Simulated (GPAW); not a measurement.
Consider Be (Im-3m).

```xyz
1
Lattice="-1.2531 1.2531 1.2531 1.2531 -1.2531 1.2531 1.2531 1.2531 -1.2531" Properties=species:S:1:pos:R:3 pbc="T T T"
Be    0.0000    0.0000    0.0000
```

Absorber: atom 1, with 8 Be at 2.17 Å and 6 Be at 2.51 Å (cube and octahedron, as in bcc, site symmetry m-3m). Method: GPAW, LDA, excited-electron core hole (neutral cell), 15-atom cell with 5.5 Å between holes, 7×7×7 k points, dipole transitions, Gaussian full width 0.9 eV up to 4 eV, rising linearly to 3.5 eV at 25 eV.

This is not the structure that Be takes at ambient pressure and room temperature (hexagonal, No. 194); it is a model or a phase of other conditions.

Question: What does the Be K edge look like?

Main maxima up to 24 eV above the zero (height): 0.8 eV (1.11), 4.2 eV (1.39) and 10.2 eV (1.53). A K edge sees empty p states on the absorber. The total-energy difference is 115.17 eV. One term is added: -4.44 eV, since the hole is spin-paired here and a spin-polarised one costs that much less in the free atom (computed apart). The photon energy is then 110.73 eV. The tabulated edge of the element is 111.5 eV. The functional leaves an error in such absolute values: in the free atom LDA prices this hole 1.6 eV below PBE (computed apart), and PBE is itself good to a few eV.

The Be K spectrum (energy from the lowest empty level; intensity scaled to a mean of 1 over the first 20 eV):

```csv
E (eV),intensity
-2.0,0.00
-1.5,0.00
-1.0,0.01
-0.5,0.12
0.0,0.60
0.5,1.06
1.0,1.09
1.5,1.00
2.0,1.00
2.5,1.04
3.0,1.08
3.5,1.28
4.0,1.39
4.5,1.38
5.0,1.28
5.5,1.16
6.0,1.13
6.5,1.13
7.0,1.13
7.5,1.17
8.0,1.20
8.5,1.24
9.0,1.34
9.5,1.46
10.0,1.52
10.5,1.52
11.0,1.44
11.5,1.29
12.0,1.14
12.5,1.04
13.0,1.01
13.5,1.02
14.0,1.01
14.5,0.97
15.0,0.91
15.5,0.82
16.0,0.72
16.5,0.61
17.0,0.51
17.5,0.41
18.0,0.33
18.5,0.25
19.0,0.20
19.5,0.17
20.0,0.16
20.5,0.17
21.0,0.19
21.5,0.22
22.0,0.25
22.5,0.29
23.0,0.34
23.5,0.39
24.0,0.45
24.5,0.50
25.0,0.55
25.5,0.59
26.0,0.60
```

The holes are only 5.5 Å apart, so the shape is probably not converged with cell size; no larger cell was run here. The mesh is coarse (0.23 Å⁻¹ between points), so small maxima may be mesh ripples. The structure is a computed Materials Project entry and may be a hypothetical form.

[Banner, clock and machine lines of the logs are left out without a mark of their own.]

[Logs are printed without paths, hosts, clocks, repeated set-up lines and the standing remarks that a program may print on its own settings, such as how far it seeks lower states.]

[Hosts, paths, dates, database ids (printed as entryN), source tags and the programs' standing remarks are cut or masked in the printed files.]

[Lists of maxima count a maximum above −3 eV only where it reaches 4 % of the highest in the window and stands out from its surroundings by 2 % of it (1.5 % where it reaches 55 %); shoulders and weaker maxima are passed over, and of the rest the first, up to two pre-edge ones and the few strongest are named.]
